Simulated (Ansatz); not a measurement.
# Tunnelling across a broken Al chain: predicting one gap

How it was computed: Ansatz 0.2.0, plane waves with PAW datasets at the program's default cutoffs, Fermi-Dirac smearing of 0.05 eV, chains in boxes 7.5 Å wide or more, moments seeded when the perfect chain is relaxed. PBE, no spin-orbit coupling; one bond is opened by s Å beyond its relaxed length, the other atoms of a straight cell of 13 kept, without spin, and the conductance taken at 300 K.

| run | G (G₀) | largest error term (%) | s | ln G |
| --- | --- | --- | --- | --- |
| +1.2 Å | 0.6926 | 4 | 1.2 | −0.3673 |
| +1.8 Å | 0.09545 | 9 | 1.8 | −2.349 |
| +2.5 Å | 0.01216 | 11 | 2.5 | −4.41 |
| +3.3 Å | 0.00146 | 11 | 3.3 | −6.529 |

One run is withheld: run = +4.2 Å, with s = 4.2. Fit a straight line ln G = a + b × s to the 4 rows shown and predict it.

**Fit.** The means are 2.2 for s and −3.414 for ln G. The sum of products of deviations is −7.198 and the sum of squares in s is 2.46, so b = −7.198 / 2.46 = −2.926 and a = −3.414 − (−2.926) × 2.2 = 3.023. The residuals' standard deviation, with 2 degrees of freedom, is σ = 0.16.

**Prediction.** ln G = 3.023 + (−2.926) × 4.2 = −9.266, that is 9.46e-05 G₀. The run gave 0.000139 G₀ (ln G = −8.88), so the prediction less the run is −0.39. The standard error of a prediction there, σ√(1 + 1/4 + (4.2 − 2.2)²/2.46), is 0.27, and the miss is 1.4 times that, for a point outside the fitted range. With so few rows σ is itself uncertain.

**Limits.** Between neighbouring runs the slope of ln G lies between −3.30 and −2.61 per Å, so one exponential is an approximation. Error terms (up to 12 %, withheld run included) bound how much a small miss can mean. Broken ends may want a moment where none was allowed. No image potential, spin-orbit coupling or relaxation; a bent or dimerised chain may be lower in energy. Series of this kind are told only where this holds: one magnetic state in all runs, error terms under 60 %, and the runs' own leads conduct as the perfect chain does. 36 of 42 did.
